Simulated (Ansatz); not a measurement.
# Fe wire along [111], 7 atoms a period: bands by functional and under strain

Aim: is the Fe wire along [111], 7 atoms a period a metal or a semiconductor?

Main program and level: Ansatz 0.2.0; DFT PBE, plane waves, PAW; relaxation of a wire's period, in the first sound run; inputs show where later runs differ.

### 1. The starting structure

The cell holds 7 atoms: 7 Fe. Cell: a = 10.802 Å, b = 12.577 Å, c = 2.451 Å, α = 90.0°, β = 90.0°, γ = 90.0°. Vacuum lies along a and b. The structure's axis is c.

### 2. Relaxing the period

Band widths follow the bond lengths, so the wire is relaxed first. The atoms and the third cell vector are free; the box across stays fixed as vacuum. Moments are seeded so that a magnetic state can form if it lies lower. A Fermi-Dirac smearing is set since the result may be a metal. The pressure printed is a third of the stress's trace over the whole box, vacuum included; only the stress along the axis is relaxed.

Contents of input.yaml:

```yaml
crystal:
  lattice:
    - [10.802, 0.0, 0.0]
    - [0.0, 12.577, 0.0]
    - [0.0, 0.0, 2.4508518927]
  atoms:
    - { symbol: Fe, position: [0.500010386, 0.45405783, 0.0], spin: 2.4 }
    - { symbol: Fe, position: [0.500010386, 0.637780921, 0.333333333], spin: 2.4 }
    - { symbol: Fe, position: [0.685264246, 0.362196284, 0.333333333], spin: 2.4 }
    - { symbol: Fe, position: [0.314756527, 0.545919376, 0.666666667], spin: 2.4 }
    - { symbol: Fe, position: [0.500010386, 0.270334738, 0.666666667], spin: 2.4 }
    - { symbol: Fe, position: [0.685264246, 0.545919376, 0.666666667], spin: 2.4 }
    - { symbol: Fe, position: [0.685264246, 0.729642467, 0.0], spin: 2.4 }
magnetization:
  spin_polarized: true
kpoints:
  mp_grid: { grid: [1, 1, 33] }
scf:
  occupations: { method: fermi_dirac, width: 0.05 }
hamiltonian:
  xc: pbe
relax:
  cell: { fix: [a, b, alpha, beta, gamma] }
  max_steps: 60
```

Command:

```
> ansatz run input.yaml --threads 8 --pin off --max-ram 16384MiB --backend cpu --events-out ev --progress --plain --runs-dir out
```

Numbers of over 12 decimals in the logs are rounded to 6 here.

Log:

```text
Engine: ansatz 0.2.0, x86_64-unknown-linux-gnu
Pseudopotentials: kind: paw
Pseudopotential: Fe, paw, valence charge 16, recommended cutoff 420 eV (normal), Fe.paw.azcp
Functional definition: PBE
  parameter kappa = 0.804
  parameter beta = 0.066725
  exchange = pbe_x(kappa = kappa, mu = beta*pi^2/3)
  correlation = pbe_c(beta = beta)
Crystal: 7 atoms, lattice volume = 332.965 Å³
Basis set: ecut = 420 eV, 6471 PW (Γ), exchange–correlation on 150×180×36 points (8 copies of the dense FFT grid, shifted against one another)
Bands: 78, of which v1, the nominal top of the filled ones, is band 56 counted from 1 (55 counted from 0)
Symmetry: 1 space group operations
Space group: P1 (ITA 1), of the structure as read, at distance tolerance 6.9e-5 Å
Magnetic group: BNS 1.1 (UNI 1), of the structure as read, at distance tolerance 6.9e-5 Å
k-points: 17 of 33 (time reversal used)
Non-local potential: Fe, projectors of the file, l = 0: 3, l = 1: 2, l = 2: 3, l = 3: 1
PAW form: soft (Blöchl's): semilocal exchange-correlation on the pseudo side does not see the compensation charge
PAW one-centre angular grid: Fe, 590 points (default); XC on 64 Gauss nodes
Initial density: superposition of atomic densities (neutral atoms: chi_scale 0, normalization atom)
Starting moments: Σ|m| = 16.8 μB on 7 of 7 sites
Initial wavefunctions: pseudopotential atomic-orbital guess
Functional: x = pbe(κ = 0.804, μ = 0.219515), c = pbe(β = 0.066725)
SCF iter   1: F=—  HF=-31351.651628 eV  |F-HF|=—  |Δ(HF+E_count)|=         —  Δρ=3.71e-2 (↑2.56e-2 ↓3.71e-2)  dr2=2.10e1  dr2_m=2.32e0  M=18.075 μB ∫|m|=18.254 μB  β_m=0.30  ethr=3.10e-3  ⟨swp⟩=8.4  Hψ=12702  notcnv=0  defer=38
Mixer restart at iter 1: flushing history
preconditioner: auto → LDOS  [metal: Δε(μ)=0.012 eV  Ē_g=5.251 eV  σ=0.050 eV  W_gap=0.06  n_scr=50 (ndim 8)  ℏωp=15.2 eV  f_vac=0.585  D(μ)=11.09/eV (n_scr^D=64)]
spin=Collinear: LDOS preconditioning applied to the charge; magnetization (m = ρ↑ − ρ↓) channel mixes plain (no charge-response kernel on spin).
SCF iter   2: F=—  HF=-31350.109698 eV  |F-HF|=—  |Δ(HF+E_count)|=    1.54e0  Δρ=2.76e-2 (↑2.76e-2 ↓2.32e-2)  dr2=4.39e0  dr2_m=1.67e0  M=18.585 μB ∫|m|=18.845 μB  β_m=0.42  ethr=3.10e-3  ⟨swp⟩=2.7  Hψ=4683  notcnv=0  defer=232
SCF iter   3: F=—  HF=-31353.159692 eV  |F-HF|=—  |Δ(HF+E_count)|=    3.05e0  Δρ=1.58e-2 (↑1.07e-2 ↓1.58e-2)  dr2=2.17e-1  dr2_m=4.95e-1  M=19.128 μB ∫|m|=19.523 μB  β_m=0.49  ethr=3.10e-3  ⟨swp⟩=2.8  Hψ=4504  notcnv=0  defer=224
SCF iter   4: F=—  HF=-31354.257193 eV  |F-HF|=—  |Δ(HF+E_count)|=         —  Δρ=1.51e-2 (↑1.51e-2 ↓1.16e-2)  dr2=6.89e-2  dr2_m=5.33e-1  M=20.122 μB ∫|m|=20.673 μB  β_m=0.49  ethr=1.94e-4  ⟨swp⟩=3.1  Hψ=4291  notcnv=0  defer=224
SCF iter   5: F=—  HF=-31354.442333 eV  |F-HF|=—  |Δ(HF+E_count)|=   1.85e-1  Δρ=5.88e-3 (↑5.88e-3 ↓4.01e-3)  dr2=2.47e-2  dr2_m=6.95e-2  M=20.119 μB ∫|m|=20.788 μB  β_m=0.62  ethr=6.15e-5  ⟨swp⟩=2.8  Hψ=5026  notcnv=0  defer=222
SCF iter   6: F=—  HF=-31354.450182 eV  |F-HF|=—  |Δ(HF+E_count)|=   7.85e-3  Δρ=8.57e-4 (↑6.83e-4 ↓8.57e-4)  dr2=2.86e-3  dr2_m=1.33e-3  M=20.134 μB ∫|m|=20.882 μB  β_m=0.75  ethr=2.21e-5  ⟨swp⟩=2.6  Hψ=5068  notcnv=0  defer=226
SCF iter   7: F=—  HF=-31354.455362 eV  |F-HF|=—  |Δ(HF+E_count)|=   5.18e-3  Δρ=4.08e-4 (↑3.38e-4 ↓4.08e-4)  dr2=8.15e-4  dr2_m=2.50e-4  M=20.157 μB ∫|m|=20.922 μB  β_m=0.73  ethr=2.56e-6  ⟨swp⟩=2.4  Hψ=4562  notcnv=0  defer=225
SCF iter   8: F=—  HF=-31354.455754 eV  |F-HF|=—  |Δ(HF+E_count)|=   3.93e-4  Δρ=2.24e-4 (↑1.95e-4 ↓2.24e-4)  dr2=2.74e-4  dr2_m=5.65e-5  M=20.166 μB ∫|m|=20.936 μB  β_m=0.73  ethr=7.28e-7  ⟨swp⟩=2.9  Hψ=5374  notcnv=0  defer=225
SCF iter   9: F=—  HF=-31354.455887 eV  |F-HF|=—  |Δ(HF+E_count)|=   1.32e-4  Δρ=1.07e-4 (↑9.56e-5 ↓1.07e-4)  dr2=6.27e-5  dr2_m=1.35e-5  M=20.171 μB ∫|m|=20.945 μB  β_m=0.75  ethr=2.45e-7  ⟨swp⟩=2.4  Hψ=4569  notcnv=0  defer=225
SCF iter  10: F=—  HF=-31354.455929 eV  |F-HF|=—  |Δ(HF+E_count)|=   4.26e-5  Δρ=4.04e-5 (↑3.74e-5 ↓4.04e-5)  dr2=7.67e-6  dr2_m=2.36e-6  M=20.174 μB ∫|m|=20.950 μB  β_m=0.80  ethr=5.60e-8  ⟨swp⟩=2.5  Hψ=4586  notcnv=0  defer=225
SCF iter  11: F=—  HF=-31354.455932 eV  |F-HF|=—  |Δ(HF+E_count)|=   3.04e-6  Δρ=2.30e-5 (↑1.70e-5 ↓2.30e-5)  dr2=3.99e-6  dr2_m=2.52e-7  M=20.175 μB ∫|m|=20.951 μB  β_m=0.76  ethr=6.85e-9  ⟨swp⟩=3.1  Hψ=5720  notcnv=0  defer=225
SCF iter  12: F=—  HF=-31354.455932 eV  |F-HF|=—  |Δ(HF+E_count)|=   6.91e-8  Δρ=1.05e-5 (↑1.05e-5 ↓8.23e-6)  dr2=6.10e-7  dr2_m=8.42e-8  M=20.175 μB ∫|m|=20.951 μB  β_m=0.71  ethr=3.56e-9  ⟨swp⟩=2.0  Hψ=3589  notcnv=0  defer=225
SCF iter  13: F=—  HF=-31354.455932 eV  |F-HF|=—  |Δ(HF+E_count)|=   1.14e-7  Δρ=6.90e-6 (↑6.90e-6 ↓6.02e-6)  dr2=2.68e-7  dr2_m=4.05e-8  M=20.175 μB ∫|m|=20.951 μB  β_m=0.63  ethr=5.45e-10  ⟨swp⟩=2.1  Hψ=4278  notcnv=0  defer=225
SCF iter  14: F=—  HF=-31354.455932 eV  |F-HF|=—  |Δ(HF+E_count)|=   2.24e-8  Δρ=2.65e-6 (↑1.74e-6 ↓2.65e-6)  dr2=1.62e-8  dr2_m=9.70e-9  M=20.175 μB ∫|m|=20.951 μB  β_m=0.74  ethr=2.39e-10  ⟨swp⟩=2.2  Hψ=4070  notcnv=0  defer=225
SCF iter  15: F=-31354.455932 eV  HF=-31354.455932 eV  |F-HF|=1.84e-8  |Δ(HF+E_count)|=   2.81e-8  Δρ=1.52e-6 (↑1.19e-6 ↓1.52e-6)  dr2=2.27e-8  dr2_m=1.43e-9  M=20.175 μB ∫|m|=20.951 μB  ethr=1.44e-11  ⟨swp⟩=2.2  Hψ=9305  notcnv=0
SCF 1 converged in 15 iterations: F = -31354.455932 eV  dr2 = 2.27e-8
  greatest PAW one-centre occupation: 1.003 electrons in one spin orbital (limit 2), on the Fe atom at site 4 (counted from 0), in its partial waves of l = 1
relax step   1: F+E_penalty+E_count = -31354.45593236 eV  Δ(F+E_penalty+E_count) = +0.000e0 eV  max|allowed force component| = 8.430e-1 eV/Å  Δτ_max = 0.0000 Å  P = -1.616 GPa  Ω = 332.965 Å³  fix = [a, b, alpha, beta, gamma]  reactions: a -1.449, b -1.801 GPa; alpha -0.120, beta +0.200, gamma +0.374 GPa/rad  (15 SCF iters, dr2 threshold 1.00e-7 eV, accepted)
Crystal: 7 atoms, lattice volume = 330.825 Å³
Basis set: ecut = 420 eV, 6427 PW (Γ), exchange–correlation on 150×180×36 points (8 copies of the dense FFT grid, shifted against one another)
Initial density: handed on by an earlier stage of this run
Starting moments: Σ|m| = 16.8 μB on 7 of 7 sites; this step starts from the density that it was given
Initial wavefunctions: those handed on with the density
iter 1 solved again at ethr=1.41e-4 eV; its pass at ethr=3.10e-3 eV (dr2=1.58e-1 eV) is discarded
SCF iter   1: F=—  HF=-31354.556219 eV  |F-HF|=—  |Δ(HF+E_count)|=         —  Δρ=9.11e-3 (↑6.45e-3 ↓9.11e-3)  dr2=1.63e-1  dr2_m=1.56e-1  M=19.980 μB ∫|m|=20.728 μB  β_m=0.30  ethr=1.41e-4  ⟨swp⟩=3.0  Hψ=12726  notcnv=0
[...]
relax step  14: F+E_penalty+E_count = -31354.68601042 eV  Δ(F+E_penalty+E_count) = -4.350e-4 eV  max|allowed force component| = 2.342e-2 eV/Å  Δτ_max = 0.0991 Å  P = -0.089 GPa  Ω = 329.694 Å³  energy of the carried Pulay correction = +4.829e-4 eV  fix = [a, b, alpha, beta, gamma]  reactions: a -0.118, b -0.115 GPa; alpha -0.005, beta -0.003, gamma +0.008 GPa/rad  (16 SCF iters, accepted)
relax step  15: F+E_penalty+E_count = -31354.68625848 eV  Δ(F+E_penalty+E_count) = -2.481e-4 eV  max|allowed force component| = 3.196e-2 eV/Å  Δτ_max = 0.0839 Å  P = -0.108 GPa  Ω = 329.656 Å³  energy of the carried Pulay correction = +4.885e-4 eV  fix = [a, b, alpha, beta, gamma]  reactions: a -0.142, b -0.146 GPa; alpha -0.001, beta -0.003, gamma +0.003 GPa/rad  (11 SCF iters, dr2 threshold 3.43e-8 eV, accepted)
relax step  16: F+E_penalty+E_count = -31354.68662058 eV  Δ(F+E_penalty+E_count) = -3.621e-4 eV  max|allowed force component| = 5.247e-3 eV/Å  Δτ_max = 0.0419 Å  P = -0.043 GPa  Ω = 329.645 Å³  energy of the carried Pulay correction = +4.901e-4 eV  fix = [a, b, alpha, beta, gamma]  reactions: a -0.068, b -0.068 GPa; alpha -0.001, beta +0.000, gamma -0.001 GPa/rad  (10 SCF iters, dr2 threshold 6.39e-8 eV, accepted)
Initial wavefunctions: pseudopotential atomic-orbital guess (no wavefunctions were taken with the density)
iter 1 solved again at ethr=5.80e-6 eV; its pass at ethr=3.10e-3 eV (dr2=6.50e-3 eV) is discarded
SCF iter   1: F=—  HF=-31354.686205 eV  |F-HF|=—  |Δ(HF+E_count)|=         —  Δρ=7.62e-6 (↑6.78e-6 ↓7.62e-6)  dr2=9.73e-8  dr2_m=2.61e-8  M=19.961 μB ∫|m|=20.663 μB  β_m=0.65  ethr=5.80e-6  ⟨swp⟩=3.8  Hψ=18607  notcnv=0
eigensolver tolerance schedule: the retry pair's looser diagonalisation over-reported the residual by 66821.51 of it (diagonalisation noise at an unbounded share of the residual, at the tolerance the schedule requests for it); recorded, not acted on — ethr = c·dr2/N_el stays at c = 1.0e-1
preconditioner: auto → LDOS  [metal: Δε(μ)=0.051 eV  Ē_g=5.215 eV  σ=0.050 eV  W_gap=0.24  n_scr=26 (ndim 8)  ℏωp=15.3 eV  f_vac=0.620  D(μ)=6.58/eV (n_scr^D=40)]
spin=Collinear: LDOS preconditioning applied to the charge; magnetization (m = ρ↑ − ρ↓) channel mixes plain (no charge-response kernel on spin).
SCF iter   2: F=—  HF=-31354.686140 eV  |F-HF|=—  |Δ(HF+E_count)|=   6.51e-5  Δρ=4.83e-6 (↑4.83e-6 ↓2.73e-6)  dr2=9.50e-8  dr2_m=1.06e-8  M=19.961 μB ∫|m|=20.663 μB  β_m=0.55  ethr=8.68e-11  ⟨swp⟩=4.1  Hψ=7414  notcnv=0
SCF iter   3: F=—  HF=-31354.686140 eV  |F-HF|=—  |Δ(HF+E_count)|=   3.45e-9  Δρ=1.61e-6 (↑1.27e-6 ↓1.61e-6)  dr2=1.50e-8  dr2_m=1.39e-9  M=19.961 μB ∫|m|=20.663 μB  β_m=0.57  ethr=8.48e-11  ⟨swp⟩=2.4  Hψ=4141  notcnv=0
SCF iter   4: F=—  HF=-31354.686140 eV  |F-HF|=—  |Δ(HF+E_count)|=  2.22e-10  Δρ=7.65e-7 (↑7.65e-7 ↓4.01e-7)  dr2=1.91e-9  dr2_m=5.69e-10  M=19.961 μB ∫|m|=20.663 μB  β_m=0.56  ethr=1.34e-11  ⟨swp⟩=2.1  Hψ=4521  notcnv=0
SCF iter   5: F=—  HF=-31354.686140 eV  |F-HF|=—  |Δ(HF+E_count)|=    0.00e0  Δρ=2.57e-7 (↑2.08e-7 ↓2.57e-7)  dr2=3.48e-10  dr2_m=1.07e-10  M=19.961 μB ∫|m|=20.663 μB  β_m=0.69  ethr=1.71e-12  ⟨swp⟩=3.0  Hψ=4418  notcnv=0
SCF iter   6: F=—  HF=-31354.686140 eV  |F-HF|=—  |Δ(HF+E_count)|=  7.49e-10  Δρ=1.86e-7 (↑1.86e-7 ↓1.03e-7)  dr2=1.19e-10  dr2_m=3.36e-11  M=19.961 μB ∫|m|=20.663 μB  β_m=0.60  ethr=1.00e-12  ⟨swp⟩=2.3  Hψ=3632  notcnv=0
SCF iter   7: F=—  HF=-31354.686140 eV  |F-HF|=—  |Δ(HF+E_count)|=  1.02e-10  Δρ=6.01e-8 (↑5.08e-8 ↓6.01e-8)  dr2=1.41e-11  dr2_m=6.25e-12  M=19.961 μB ∫|m|=20.663 μB  β_m=0.80  ethr=1.00e-12  ⟨swp⟩=1.5  Hψ=2785  notcnv=0
SCF iter   8: F=-31354.686140 eV  HF=-31354.686140 eV  |F-HF|=5.46e-11  |Δ(HF+E_count)|=  6.55e-11  Δρ=7.95e-8 (↑4.12e-8 ↓7.95e-8)  dr2=4.23e-11  dr2_m=4.52e-12  M=19.961 μB ∫|m|=20.663 μB  ethr=1.00e-12  ⟨swp⟩=3.0  Hψ=8330  notcnv=0
SCF 17 converged in 8 iterations: F = -31354.686140 eV  dr2 = 4.23e-11
relax step  17: F+E_penalty+E_count = -31354.68614004 eV  Δ(F+E_penalty+E_count) = +4.805e-4 eV  max|allowed force component| = 5.170e-3 eV/Å  Δτ_max = 0.0000 Å  P = -0.042 GPa  Ω = 329.645 Å³  fix = [a, b, alpha, beta, gamma]  reactions: a -0.067, b -0.067 GPa; alpha -0.001, beta +0.000, gamma -0.001 GPa/rad  stress off target by 7.36e-3 GPa on what of the cell is left free  SCF on the basis re-selected at this cell (its energy is not comparable with the rows above)  (8 SCF iters)
basis re-selected at this cell: Δ(F+E_penalty+E_count) = +4.805e-4 eV, ΔP = +0.001 GPa vs the last step (what re-selecting the basis moved, of the pressure what is left beyond the Pulay correction that the steps carried, after the strain that the cell walked since its last selection, with what the two solves' SCF thresholds leave and, on support functions, any second-order correction that the steps lacked; it is no m [...]
SCF converged after 8 iterations
Magnetization: 19.9612 μB (65.9806 up, 46.0194 down)
Absolute magnetization: 20.6641 μB (∫|ρ↑−ρ↓|, with the PAW one-centre terms)
Spin contamination: 0.3205 ħ² per cell (⟨S²⟩ above its minimum at these occupations)
Per-site moments (μB) at R_I (Å): [(2.554854, 0.977335), (2.654685, 0.980550), (2.754775, 0.979673), (2.816208, 0.977335), (2.772104, 0.979673), (2.637985, 0.966262), (2.741101, 0.966262)]
Free energy (F): -31354.686140 eV
Harris-Foulkes:  -31354.686140 eV  (|F-HF|=5.46e-11)
Internal energy: -31354.630708 eV  (E = F + TS)
E sigma→0 (E₀):  -31354.658424 eV
Entropy (-TS):   -0.055432 eV (-7.919 meV/atom)
Fermi energy:    1.509952 eV
--- Per-component energies (eV) ---
  E_band       = -3381.264881
  E_kinetic    = 2439.942416
  E_local      = -69329.888670  (includes V_loc(G=0)·N_el)
  E_nonlocal   = 1564.768341
  E_hartree    = 32559.609565
  E_xc         = -810.369835
  E_vxc        = -1042.171235  (∫ρ·V_xc dr)
  E_paw        = -9588.444363  (= ΣΔE_a)
  E_vpaw       = -2133.141413  (= ΣTr[D̂ρ^β])
  E_aug_tail   = 0.006322  (compensation charges beyond the density's cutoff)
  E_ewald      = 11809.745516
  E_smearing   = -0.055432  (= −TS)
  E_closure    = -0.000000  (closes the sum)
  Σ components = -31354.686140   (vs F -31354.686140, Δ=0.00e0)
--- Forces (eV/Å), atoms counted from 1 ---
  atom   1  Fe    -0.00067542    -0.00481970     0.00347190
  atom   2  Fe     0.00409092    -0.00243912    -0.00172529
  atom   3  Fe    -0.00326242     0.00458433    -0.00136395
  atom   4  Fe    -0.00092589    -0.00057257     0.00169759
  atom   5  Fe     0.00177341     0.00516983    -0.00196666
  atom   6  Fe     0.00066065    -0.00270022     0.00322342
  atom   7  Fe    -0.00165909     0.00077764    -0.00333705
  max |Σ_I F_I| component: 2.17e-6 eV/Å
--- Stress (GPa, compression-positive) ---
       -0.066702       0.001240      -0.000030
        0.001239      -0.066626       0.000594
       -0.000030       0.000594       0.007361
  P = ⅓ Tr σ = -0.0420 GPa (-0.420 kbar)
--- Relaxed structure (16 steps of the walk, 14 accepted, 1 SCFs on fresh bases) ---
  F+E_penalty+E_count = -31354.68614004 eV   max|allowed force component| = 5.170e-3 eV/Å   (the final SCF, on the basis selected at the relaxed cell)
  cell:  # Å, volume = 329.6451 Å³
    - [10.802, 0, 0]
    - [0, 12.577, 0]
    - [0, 0, 2.426417]
  atoms:
    - { symbol: Fe, position: [0.503164, 0.443517, 0.045909] }
    - { symbol: Fe, position: [0.468743, 0.627866, 0.359937] }
    - { symbol: Fe, position: [0.717769, 0.388703, 0.257112] }
    - { symbol: Fe, position: [0.313671, 0.510852, 0.699485] }
    - { symbol: Fe, position: [0.562781, 0.277837, 0.646642] }
    - { symbol: Fe, position: [0.671590, 0.563338, 0.654046] }
    - { symbol: Fe, position: [0.632864, 0.733738, 0.00353548] }
```

Elapsed: 4.5 min, on 8 threads of Intel Xeon Platinum 8259CL at 2.50GHz (Skylake/Cascade Lake), shared host; peak memory 1.7 GiB; 34 min of CPU time.

The steps of the relaxation:

| step | energy less that of the first step (eV) | largest force component (eV/Å) | pressure (GPa) | volume (Å³) |
| --- | --- | --- | --- | --- |
| 1 | 0.0000 | 0.8430 | -1.62 | 332.96 |
| 2 | -0.1742 | 0.3628 | -0.62 | 330.83 |
| 3 | -0.2193 | 0.1549 | 0.19 | 329.50 |
| 4 | -0.2240 | 0.0359 | -0.01 | 329.80 |
| 5 | -0.2219 | 0.1128 | -0.10 | 330.43 |
| 6 | -0.2272 | 0.0183 | -0.04 | 329.76 |
| 7 | -0.2274 | 0.0067 | -0.04 | 329.67 |
| 8 | -0.2276 | 0.0073 | -0.03 | 329.62 |
| 9 | -0.2281 | 0.0206 | -0.04 | 329.48 |
| 10 | -0.2285 | 0.0479 | -0.14 | 329.39 |
| 11 | -0.2295 | 0.0249 | 0.01 | 329.45 |
| 12 | -0.2293 | 0.0287 | 0.01 | 329.45 |
| 13 | -0.2296 | 0.0092 | -0.04 | 329.65 |
| 14 | -0.2301 | 0.0234 | -0.09 | 329.69 |
| 15 | -0.2303 | 0.0320 | -0.11 | 329.66 |
| 16 | -0.2307 | 0.0052 | -0.04 | 329.65 |
| 17* | -0.2302 | 0.0052 | -0.04 | 329.65 |

Relaxation steps marked * repeat the geometry before them on a plane-wave basis chosen anew for their cell, so energy and pressure can jump there. Relaxation steps 5, 12 were tried and not accepted.

| cell as run | before | after | change |
| --- | --- | --- | --- |
| c (Å) | 2.451 | 2.426 | -1.0 % |

The atoms that moved most (Å, along periodic axes as changes of fractional coordinates times the final cell, across vacuum about the mean position):

| atom | dx | dy | dz | length |
| --- | --- | --- | --- | --- |
| Fe5 | 0.678 | 0.094 | -0.049 | 0.686 |
| Fe7 | -0.566 | 0.052 | 0.009 | 0.568 |
| Fe3 | 0.351 | 0.333 | -0.185 | 0.518 |
| Fe4 | -0.012 | -0.441 | 0.080 | 0.448 |
| Fe2 | -0.338 | -0.125 | 0.065 | 0.366 |
| Fe6 | -0.148 | 0.219 | -0.031 | 0.266 |
| Fe1 | 0.034 | -0.133 | 0.111 | 0.176 |

Numbers from this step:

| Item | Value |
| --- | --- |
| energy at zero smearing | -31354.6584 eV |
| total moment | 19.96 μB |
| absolute moment | 20.66 μB |
| cell length along the wire | 2.426 Å |

Site moment by atom:

| atom | site moment (μB) |
| --- | --- |
| Fe1 | 2.55 |
| Fe2 | 2.65 |
| Fe3 | 2.75 |
| Fe4 | 2.82 |
| Fe5 | 2.77 |
| Fe6 | 2.64 |
| Fe7 | 2.74 |

The cell's length comes to 2.426 Å with an absolute moment of 20.66 μB a cell.

(Part 1 of 3 ends here.)

[Logs are printed without paths, hosts, clocks, repeated set-up lines and the standing remarks that a program may print on its own settings, such as how far it seeks lower states.]

[Hosts, paths, dates, database ids (printed as entryN), source tags and the programs' standing remarks are cut or masked in the printed files.]
